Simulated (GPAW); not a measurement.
Two runs for the O K edge of atom 5 in MnPbO3 (Pm-3m). Run A: GPAW, LDA, excited-electron core hole (neutral cell), 10-atom cell with 5.5 Å between holes, 5×5×5 k points, dipole transitions, Gaussian full width 0.9 eV up to 4 eV, rising linearly to 3.5 eV at 25 eV, without spin-orbit coupling. Run B has a fault in its input.

Energy from the lowest empty level; intensity scaled to a mean of 1 over the first 20 eV:

```csv
E (eV),A,B
-2.0,0.00,0.00
-1.5,0.00,0.00
-1.0,0.01,0.00
-0.5,0.11,0.05
0.0,0.62,0.16
0.5,1.26,0.09
1.0,1.03,0.01
1.5,0.34,0.03
2.0,0.50,0.52
2.5,1.30,1.97
3.0,1.91,1.87
3.5,2.11,1.53
4.0,1.91,4.83
4.5,1.23,4.34
5.0,0.57,1.04
5.5,0.20,0.54
6.0,0.06,0.41
6.5,0.01,0.11
7.0,0.00,0.01
7.5,0.01,0.01
8.0,0.03,0.01
8.5,0.12,0.01
9.0,0.33,0.00
9.5,0.73,0.00
10.0,1.29,0.02
10.5,1.75,0.11
11.0,1.87,0.38
11.5,1.75,0.86
12.0,1.69,1.36
12.5,1.73,1.50
13.0,1.67,1.16
13.5,1.43,0.65
14.0,1.15,0.36
14.5,0.97,0.40
15.0,0.91,0.76
15.5,0.91,1.29
16.0,0.93,1.79
16.5,0.97,2.03
17.0,1.03,1.95
17.5,1.10,1.73
18.0,1.14,1.55
18.5,1.14,1.48
19.0,1.09,1.40
19.5,0.99,1.20
20.0,0.87,0.92
20.5,0.75,0.65
21.0,0.64,0.52
21.5,0.54,0.55
22.0,0.47,0.72
22.5,0.42,0.96
23.0,0.39,1.17
23.5,0.39,1.28
24.0,0.40,1.25
24.5,0.43,1.10
25.0,0.45,0.88
25.5,0.48,0.65
26.0,0.51,0.47
26.5,0.52,0.36
27.0,0.53,0.33
27.5,0.53,0.35
28.0,0.53,0.39
28.5,0.53,0.43
29.0,0.53,0.43
29.5,0.54,0.39
30.0,0.57,0.32
30.5,0.61,0.24
31.0,0.66,0.18
31.5,0.71,0.14
32.0,0.75,0.14
```

Question: What went wrong in run B?

The spectrum is summed over the zone centre alone. The scaled spectrum changes by 82 % r.m.s. The highest intensity below 16 eV goes from 3.5 eV (2.11) to 4.2 eV (5.55). Other settings could leave a like mark; this is the one that was changed.

[Banner, clock and machine lines of the logs are left out without a mark of their own.]

[Logs are printed without paths, hosts, clocks, repeated set-up lines and the standing remarks that a program may print on its own settings, such as how far it seeks lower states.]

[Hosts, paths, dates, database ids (printed as entryN), source tags and the programs' standing remarks are cut or masked in the printed files.]

[Lists of maxima count a maximum above −3 eV only where it reaches 4 % of the highest in the window and stands out from its surroundings by 2 % of it (1.5 % where it reaches 55 %); shoulders and weaker maxima are passed over, and of the rest the first, up to two pre-edge ones and the few strongest are named.]
